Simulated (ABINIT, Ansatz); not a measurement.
**A GW run on Ba2MgH6 (P-3m1) in ABINIT, with inputs changed**

What do changed inputs do to GW on Ba2MgH6 (P-3m1)?

Calculated with ABINIT 10.8.3; LDA and many-body steps on it, plane waves.

## Step 1: Starting point

Symmetry: P-3m1, No. 164, trigonal system. The conventional cell has a = 5.718 Å, b = 5.718 Å, c = 4.538 Å, α = 90.00°, β = 90.00°, γ = 120.00°. Nearest to Ba lie 12 H at 2.75 to 2.87 Å. Nearest to Mg lie 6 H at 1.97 Å. Nearest to H lie 1 Mg at 1.97 Å and 4 H at 2.65 to 2.80 Å and 4 Ba at 2.75 to 2.87 Å. Farther neighbours are not listed.

The cell and positions are those that the Materials Project relaxed with its own functionals (PBE, PBE+U or r2SCAN), kept fixed. Spin-orbit coupling is left out unless a step names it.

## Step 2: Screening, 3×3×2 mesh, 103 bands, screening to 114.3 eV

This step: ABINIT 10.8.3; RPA screening on LDA, plane waves, norm-conserving pseudopotentials.

The RPA dielectric matrix is built and inverted for each q.

File run.abi:

```
acell 3*1.0 Angstrom
rprim 
  5.717818886904 0.000000000024 0.000000000000
  -2.858909443473 4.951776410285 0.000000000000
  0.000000000000 0.000000000000 4.538310090000
ntypat 3
znucl 56 12 1
natom 9
typat 1 1 2 3 3 3 3 3 3
xred 
  0.666666666667 0.333333333333 0.267038260000
  0.333333333333 0.666666666667 0.732961740000
  0.000000000000 0.000000000000 0.000000000000
  0.829634400000 0.659268800000 0.775326710000
  0.829634400000 0.170365600000 0.775326710000
  0.340731200000 0.170365600000 0.775326710000
  0.170365600000 0.340731200000 0.224673290000
  0.170365600000 0.829634400000 0.224673290000
  0.659268800000 0.829634400000 0.224673290000
pp_dirpath "pseudos"
pseudos "Ba.upf, Mg.upf, H.upf"
ecut 38
ngkpt 3 3 2
nshiftk 1
shiftk 0 0 0
kptopt 1
chksymbreak 0
istwfk *1
occopt 1
irdwfk 1
optdriver 3
nband 103
ecuteps 4.2
inclvkb 2
awtr 1
symchi 1
indata_prefix "in"
outdata_prefix "out"
tmpdata_prefix "tmp"
```

Launch:

```bash
$ OMP_NUM_THREADS=1 mpirun -n 4 abinit run.abi > log
```

Log:

```text
.Version 10.8.3 of ABINIT. v10.8.2 released Aug 2026.

 Symmetries : space group P-3 m 1 (#164); Bravais hP (primitive hexag.)
[... echo of the input left out ...]
== DATASET  1 ==================================================================
-   mpi_nproc: 4, omp_nthreads: 1 (-1 if OMP is not activated)

--- !DatasetInfo
iteration_state: {dtset: 1, }
dimensions: {natom: 9, nkpt: 6, mband: 103, nsppol: 1, nspinor: 1, nspden: 1, mpw: 9726, }
cutoff_energies: {ecut:  38.0, pawecutdg:  -1.0, }
electrons: {nelect:   3.60000000E+01, charge:   0.00000000E+00, occopt:   1.00000000E+00, tsmear:   1.00000000E-02, }

 SCREENING: Calculation of the susceptibility and dielectric matrices

 Based on a program developped by R.W. Godby, V. Olevano, G. Onida, and L. Reining.
 Incorporated in ABINIT by V. Olevano, G.-M. Rignanese, and M. Torrent.
.Using double precision arithmetic ; gwpc =  8

[... cell and pseudopotentials left out ...]
--------------------------------------------------------------------------------

 ==== K-mesh for the wavefunctions ====
 Number of points in the irreducible wedge :     6
[... list of points left out ...]
 Together with 12 symmetry operations and time-reversal symmetry
 yields    18 points in the full Brillouin Zone.

 ==== Q-mesh for the screening function ====
 Number of points in the irreducible wedge :     6
[... list of points left out ...]
 Together with 12 symmetry operations and time-reversal symmetry
 yields    18 points in the full Brillouin Zone.

 setmesh: FFT mesh size selected  =    36x   36x   32
          total number of points  =        41472

 vcoul_init : cutoff-mode = AUXILIARY_FUNCTION
 q-points for optical limit:   1
     1)      0.000010    0.000020    0.000030

- screening: taking advantage of time-reversal symmetry
- Maximum band index for partially occupied states nbvw = 18
- Remaining bands to be divided among processors   nbcw = 85
- Number of bands treated by each node ~21

 Number of electrons calculated from density =   36.0000; Expected =   36.0000
 average of density, n =  0.041516
 r_s =    1.7916
 omega_plasma =   19.6547 [eV]

 calculating chi0 at frequencies [eV] :
  1    0.000000E+00    0.000000E+00
  2    0.000000E+00    1.965467E+01

--------------------------------------------------------------------------------
  q-point number  1        q = ( 0.000000, 0.000000, 0.000000) [r.l.u.]
--------------------------------------------------------------------------------
[... chi0 elements left out ...]
 For q-point:  0.000010 0.000020 0.000030
  dielectric constant =   6.1163
  dielectric constant without local fields =   6.8352

  Average fulfillment of the sum rule on Im[epsilon] for q-point    1 :     64.60  [%]
[... wings left out ...]
  q-point number  2        q = ( 0.333333, 0.000000, 0.000000) [r.l.u.]
--------------------------------------------------------------------------------
[... chi0 elements left out ...]
  Average fulfillment of the sum rule on Im[epsilon] for q-point    2 :     73.59  [%]

 [... 4 further q-points ...]
```

Elapsed: 28 s, on 4 MPI ranks of Arm Neoverse V2, shared host; peak memory 1.4 GiB; 1.8 min of CPU time.

Numbers from this step:

* ε∞ with local fields, on this mesh, along the program's q direction: 6.116
* the same without local fields: 6.835
* plasma frequency: 19.65 eV
* plane waves in the screening matrix: 355

Local fields lower ε∞ by 11 %. On a Γ-centred mesh this coarse the value itself is usually too large, while a short band sum pulls it down.

## Step 3: Base

The self-energy is evaluated for the states that the input lists, and the levels follow from it, in one-shot runs by the linearised quasiparticle equation.

This step: G0W0 on LDA, plane waves, norm-conserving pseudopotentials.

run.abi: that of step 2 with these lines changed.

```diff
@@ -30,8 +30,17 @@
 irdwfk 1
-optdriver 3
+optdriver 4
 nband 103
+gwcalctyp 0
+ecutsigx 38
+symsigma 1
+nkptgw 2
+kptgw 
+  0.3333333333 0.0000000000 0.0000000000
+  0.0000000000 0.0000000000 0.0000000000
+bdgw 
+  17 20
+  17 21
 ecuteps 4.2
-inclvkb 2
-awtr 1
-symchi 1
+irdscr 1
+ppmodel 1
 indata_prefix "in"
```

Log:

```text
.Version 10.8.3 of ABINIT. v10.8.2 released Aug 2026.

 Symmetries : space group P-3 m 1 (#164); Bravais hP (primitive hexag.)
[... echo of the input left out ...]
== DATASET  1 ==================================================================
-   mpi_nproc: 4, omp_nthreads: 1 (-1 if OMP is not activated)

--- !DatasetInfo
iteration_state: {dtset: 1, }
dimensions: {natom: 9, nkpt: 6, mband: 103, nsppol: 1, nspinor: 1, nspden: 1, mpw: 9726, }
cutoff_energies: {ecut:  38.0, pawecutdg:  -1.0, }
electrons: {nelect:   3.60000000E+01, charge:   0.00000000E+00, occopt:   1.00000000E+00, tsmear:   1.00000000E-02, }

 SIGMA: Calculation of the GW corrections

 Based on a program developped by R.W. Godby, V. Olevano, G. Onida, and L. Reining.
 Incorporated in ABINIT by V. Olevano, G.-M. Rignanese, and M. Torrent.
.Using double precision arithmetic ; gwpc =  8

[... cell and pseudopotentials left out ...]
--------------------------------------------------------------------------------

 ==== K-mesh for the wavefunctions ====
 Number of points in the irreducible wedge :     6
[... list of points left out ...]
 Together with 12 symmetry operations and time-reversal symmetry
 yields    18 points in the full Brillouin Zone.

 ==== Q-mesh for screening function ====
 Number of points in the irreducible wedge :     6
[... list of points left out ...]
 Together with 12 symmetry operations and time-reversal symmetry
 yields    18 points in the full Brillouin Zone.

 vcoul_init : cutoff-mode = AUXILIARY_FUNCTION
 q-points for optical limit:   1
     1)      0.000010    0.000020    0.000030
 setmesh: FFT mesh size selected  =    54x   54x   48
          total number of points  =       139968

 Number of electrons calculated from density =   36.0000; Expected =   36.0000
 average of density, n =  0.041516
 r_s =    1.7916
 omega_plasma =   19.6547 [eV]

 === KS Band Gaps ===
  >>>> For spin  1
   Minimum direct gap =   2.7286 [eV], located at k-point      :   0.0000  0.0000  0.0000
   Fundamental gap    =   2.6073 [eV], Top of valence bands at :   0.3333  0.0000  0.0000
                                       Bottom of conduction at :   0.0000  0.0000  0.0000
 SIGMA fundamental parameters:
 PLASMON POLE MODEL  1
 number of plane-waves for SigmaX                 9653
 number of plane-waves for SigmaC and W            355
 number of plane-waves for wavefunctions          9653
 number of bands                                   103
 number of independent spin polarizations            1
 number of spinorial components                      1
 number of k-points in IBZ                           6
 number of q-points in IBZ                           6
 number of symmetry operations                      12
 number of k-points in BZ                           18
 number of q-points in BZ                           18
 number of frequencies for dSigma/dE                 9
 frequency step for dSigma/dE [eV]                0.25
 number of omega for Sigma on real axis              0
 max omega for Sigma on real axis  [eV]           0.00
 zcut for avoiding poles [eV]                     0.10

 EPSILON^-1 parameters (SCR file):
 dimension of the eps^-1 matrix on file            355
 dimension of the eps^-1 matrix used               355
 number of plane-waves for wavefunctions          9653
 number of bands                                   103
 number of q-points in IBZ                           6
 number of frequencies                               2
 number of real frequencies                          1
 number of imag frequencies                          1

 matrix elements of self-energy operator (all in [eV])

 Perturbative Calculation

--- !SelfEnergy_ee
iteration_state: {dtset: 1, }
kpoint     : [   0.333,    0.000,    0.000, ]
spin       : 1
KS_gap     :    3.236
QP_gap     :    4.916
Delta_QP_KS:    1.680
data: !SigmaeeData |
     Band     E0 <VxcDFT>   SigX SigC(E0)      Z dSigC/dE  Sig(E)    E-E0       E
       17   2.791 -10.749 -13.691   2.114   0.780  -0.282 -11.395  -0.647   2.144
       18   3.309 -10.983 -13.836   2.026   0.782  -0.278 -11.630  -0.647   2.662
       19   6.545  -9.314  -4.491  -3.558   0.817  -0.224  -8.281   1.033   7.578
       20   6.673  -9.659  -4.626  -3.685   0.815  -0.228  -8.561   1.098   7.771

--- !SelfEnergy_ee
iteration_state: {dtset: 1, }
kpoint     : [   0.000,    0.000,    0.000, ]
spin       : 1
KS_gap     :    2.729
QP_gap     :    4.295
Delta_QP_KS:    1.566
data: !SigmaeeData |
     Band     E0 <VxcDFT>   SigX SigC(E0)      Z dSigC/dE  Sig(E)    E-E0       E
       17   3.188 -10.948 -13.800   2.047   0.783  -0.278 -11.578  -0.631   2.557
       18   3.188 -10.948 -13.800   2.047   0.783  -0.278 -11.578  -0.631   2.557
       19   5.916  -9.024  -4.632  -3.253   0.822  -0.217  -8.088   0.935   6.852
       20   7.049  -9.780  -4.575  -3.799   0.813  -0.230  -8.638   1.142   8.191
       21   7.049  -9.780  -4.575  -3.799   0.813  -0.230  -8.638   1.142   8.191

== END DATASET(S) ==============================================================
================================================================================

 -outvars: echo values of variables after computation  --------
           etotal      0.0000000000E+00
            nband         103
             nkpt           6
          spgroup         164
 [... the other variables as echoed above ...]

 Calculation completed.
```

Run time: 13 s. Hardware: 4 MPI ranks; peak memory 1.1 GiB.

This step gave:

```yaml
g0w0_gap_on_the_points_computed: 4.19 eV
starting_gap_on_the_mesh: 2.607 eV
k_of_the_valence_top: 0.3333, 0, 0
k_of_the_conduction_bottom: 0, 0, 0
z_at_the_valence_top: 0.782
z_at_the_conduction_bottom: 0.822
least_direct_g0w0_gap_on_the_computed_points: 4.295 eV
```

The gap on the mesh goes from 2.61 eV to 4.19 eV, a correction of +1.58 eV.

## Step 4: Broadening of the poles

run.abi: that of step 3 with these lines changed.

```diff
@@ -45,2 +45,3 @@
 ppmodel 1
+zcut 1.0 eV
 indata_prefix "in"
```

Log:

```text
.Version 10.8.3 of ABINIT. v10.8.2 released Aug 2026.

 Symmetries : space group P-3 m 1 (#164); Bravais hP (primitive hexag.)
[... echo of the input left out ...]
== DATASET  1 ==================================================================
-   mpi_nproc: 4, omp_nthreads: 1 (-1 if OMP is not activated)

--- !DatasetInfo
iteration_state: {dtset: 1, }
dimensions: {natom: 9, nkpt: 6, mband: 103, nsppol: 1, nspinor: 1, nspden: 1, mpw: 9726, }
cutoff_energies: {ecut:  38.0, pawecutdg:  -1.0, }
electrons: {nelect:   3.60000000E+01, charge:   0.00000000E+00, occopt:   1.00000000E+00, tsmear:   1.00000000E-02, }

 SIGMA: Calculation of the GW corrections

 Based on a program developped by R.W. Godby, V. Olevano, G. Onida, and L. Reining.
 Incorporated in ABINIT by V. Olevano, G.-M. Rignanese, and M. Torrent.
.Using double precision arithmetic ; gwpc =  8

[... cell and pseudopotentials left out ...]
--------------------------------------------------------------------------------

 ==== K-mesh for the wavefunctions ====
 Number of points in the irreducible wedge :     6
[... list of points left out ...]
 Together with 12 symmetry operations and time-reversal symmetry
 yields    18 points in the full Brillouin Zone.

 ==== Q-mesh for screening function ====
 Number of points in the irreducible wedge :     6
[... list of points left out ...]
 Together with 12 symmetry operations and time-reversal symmetry
 yields    18 points in the full Brillouin Zone.

 vcoul_init : cutoff-mode = AUXILIARY_FUNCTION
 q-points for optical limit:   1
     1)      0.000010    0.000020    0.000030
 setmesh: FFT mesh size selected  =    54x   54x   48
          total number of points  =       139968

 Number of electrons calculated from density =   36.0000; Expected =   36.0000
[...]
number of omega for Sigma on real axis              0
 max omega for Sigma on real axis  [eV]           0.00
 zcut for avoiding poles [eV]                     1.00

 EPSILON^-1 parameters (SCR file):
 dimension of the eps^-1 matrix on file            355
 dimension of the eps^-1 matrix used               355
 number of plane-waves for wavefunctions          9653
 number of bands                                   103
 number of q-points in IBZ                           6
 number of frequencies                               2
 number of real frequencies                          1
 number of imag frequencies                          1

 matrix elements of self-energy operator (all in [eV])

 Perturbative Calculation

--- !SelfEnergy_ee
iteration_state: {dtset: 1, }
kpoint     : [   0.333,    0.000,    0.000, ]
spin       : 1
KS_gap     :    3.236
QP_gap     :    4.916
Delta_QP_KS:    1.680
data: !SigmaeeData |
     Band     E0 <VxcDFT>   SigX SigC(E0)      Z dSigC/dE  Sig(E)    E-E0       E
       17   2.791 -10.749 -13.691   2.114   0.780  -0.282 -11.395  -0.647   2.144
       18   3.309 -10.983 -13.836   2.026   0.782  -0.278 -11.630  -0.647   2.662
       19   6.545  -9.314  -4.491  -3.558   0.817  -0.224  -8.281   1.033   7.578
[...]
--- !SelfEnergy_ee
iteration_state: {dtset: 1, }
kpoint     : [   0.000,    0.000,    0.000, ]
spin       : 1
KS_gap     :    2.729
QP_gap     :    4.295
Delta_QP_KS:    1.566
data: !SigmaeeData |
     Band     E0 <VxcDFT>   SigX SigC(E0)      Z dSigC/dE  Sig(E)    E-E0       E
[...]
20   7.049  -9.780  -4.575  -3.800   0.813  -0.230  -8.638   1.142   8.191
       21   7.049  -9.780  -4.575  -3.800   0.813  -0.230  -8.638   1.142   8.191

== END DATASET(S) ==============================================================
================================================================================

 -outvars: echo values of variables after computation  --------
           etotal      0.0000000000E+00
            nband         103
             nkpt           6
          spgroup         164
 [... the other variables as echoed above ...]

 Calculation completed.
```

It took 13 s on 4 MPI ranks; peak memory 1.1 GiB; 52 s of CPU time.

Numbers from this step:

| Item | Value |
| --- | --- |
| G0W0 gap on the points computed | 4.19 eV |
| starting gap on the mesh | 2.607 eV |
| k of the valence top | 0.3333, 0, 0 |
| k of the conduction bottom | 0, 0, 0 |
| Z at the valence top | 0.782 |
| Z at the conduction bottom | 0.822 |
| least direct G0W0 gap on the computed points | 4.295 eV |

Against G0W0 in ABINIT (3×3×2 mesh, 103 bands, screening to 114.3 eV, Godby-Needs plasmon pole), the gap moves by +0.000 eV.

## Step 5: Contour deformation on a plasmon-pole file

run.abi: that of step 4 with these lines changed.

```diff
@@ -32,3 +32,3 @@
 nband 103
-gwcalctyp 0
+gwcalctyp 2
 ecutsigx 38
@@ -44,4 +44,2 @@
 irdscr 1
-ppmodel 1
-zcut 1.0 eV
 indata_prefix "in"
```

Log:

```text
.Version 10.8.3 of ABINIT. v10.8.2 released Aug 2026.

 Symmetries : space group P-3 m 1 (#164); Bravais hP (primitive hexag.)
================================================================================
 Values of the parameters that define the memory need of the present run
     intxc =       0    ionmov =       0      iscf =       7    lmnmax =       6
     lnmax =       6     mgfft =      60  mpssoang =       3    mqgrid =    3001
     natom =       9  nloc_mem =       1    nspden =       1   nspinor =       1
    nsppol =       1      nsym =      12    n1xccc =    2501    ntypat =       3
    occopt =       1   xclevel =       1
-    mband =         103        mffmem =           1         mkmem =           2
       mpw =        9726          nfft =      172800          nkpt =           6
================================================================================
  Rough estimation (10% accuracy) of disk space for files :
================================================================================

--------------------------------------------------------------------------------
------------- Echo of variables that govern the present computation ------------
--------------------------------------------------------------------------------
 -outvars: echo values of preprocessed input variables --------
            acell      1.8897261259E+00  1.8897261259E+00  1.8897261259E+00 Bohr

             bdgw          17      20      17      21
      chksymbreak           0
             ecut      3.80000000E+01 Hartree
          ecuteps      4.20000000E+00 Hartree
         ecutsigx      3.80000000E+01 Hartree
          ecutwfn      3.80000000E+01 Hartree
-          fftalg         312
        gwcalctyp           2
           irdscr           1
[...]
setmesh: FFT mesh size selected  =    54x   54x   48
          total number of points  =       139968

 Number of electrons calculated from density =   36.0000; Expected =   36.0000
 average of density, n =  0.041516
 r_s =    1.7916
 omega_plasma =   19.6547 [eV]

 === KS Band Gaps ===
  >>>> For spin  1
   Minimum direct gap =   2.7286 [eV], located at k-point      :   0.0000  0.0000  0.0000
   Fundamental gap    =   2.6073 [eV], Top of valence bands at :   0.3333  0.0000  0.0000
                                       Bottom of conduction at :   0.0000  0.0000  0.0000
 SIGMA fundamental parameters:
 CONTOUR DEFORMATION
 number of plane-waves for SigmaX                 9653
 number of plane-waves for SigmaC and W            355
 number of plane-waves for wavefunctions          9653
 number of bands                                   103
 number of independent spin polarizations            1
 number of spinorial components                      1
 number of k-points in IBZ                           6
 number of q-points in IBZ                           6
 number of symmetry operations                      12
 number of k-points in BZ                           18
 number of q-points in BZ                           18
 number of frequencies for dSigma/dE                 9
 frequency step for dSigma/dE [eV]                0.25
 number of omega for Sigma on real axis              0
 max omega for Sigma on real axis  [eV]           0.00
 zcut for avoiding poles [eV]                     0.10

 EPSILON^-1 parameters (SCR file):
 dimension of the eps^-1 matrix on file            355
 dimension of the eps^-1 matrix used               355
 number of plane-waves for wavefunctions          9653
 number of bands                                   103
 number of q-points in IBZ                           6
 number of frequencies                               2
 number of real frequencies                          1
 number of imag frequencies                          1

 matrix elements of self-energy operator (all in [eV])

 Perturbative Calculation

--- !ERROR
message: |
    Fatal error

--- !ERROR
message: |
    Fatal error

--- from the log ---
Fatal error
```

Wall time 3.3 s (4 MPI ranks); peak memory 0.9 GiB; 9.6 s of CPU time.

The run stopped with an error after 3.3 s.

The fault put into this input: contour deformation on a plasmon-pole file.

## Step 6: Side by side

Times are wall times on 4 MPI ranks of Arm Neoverse V2, shared host, good to a factor of about two. A run's time includes the screening step that it read.

```tsv
run	mesh	bands	screening cutoff (eV)	DFT gap (eV)	gap on the mesh (eV)	direct (eV)	ε∞ used	time
base	3×3×2	103	114.3	2.607	4.190	4.295	6.12	41 s
broadening of the poles	3×3×2	103	114.3	2.607	4.190	4.295	6.12	41 s
```

## Step 7: What came out

* base: 4.190 eV
* broadening of the poles: 4.190 eV
* known limits: not at the basis limit; no spin-orbit coupling; coarse k mesh

In words: Broadening of the poles: no change against base (keys changed: zcut). Bands and cutoff are finite, so the gap is not at the basis limit. The miss can reach some tenths of an eV and take either sign; the mesh is an error of its own. In the first G0W0 run levels were corrected at 2 k points alone, so a gap called «on the mesh» is the least over those, and an edge elsewhere would be missed. The 3×3×2 mesh is coarse for this cell, which bears on the long-range parts of exchange and screening. The many-body steps are scalar-relativistic: spin-orbit coupling is not in them.

[Paths, hosts, dates, memory and timing lines, banners, echoed tables and standing remarks are left out of the program output.]

[Logs are printed without paths, hosts, clocks, repeated set-up lines and the standing remarks that a program may print on its own settings, such as how far it seeks lower states.]

[Runs of the session that timed out or met a known fault of the program may be left out.]

[No measured gap is set beside runs whose start may be inverted or whose files or cutoffs have a known fault.]

[Hosts, paths, dates, database ids (printed as entryN), source tags and the programs' standing remarks are cut or masked in the printed files.]

[G0W0 gaps are taken among the corrected bands and points alone; a level outside them can change the order at an edge.]

[Where Ansatz stands beside ABINIT at settings called matched, ABINIT's density can come from a denser mesh and the files from another edition; pairs whose starting gaps differed by over 0.03 eV were left out, so agreement reads better than it is.]
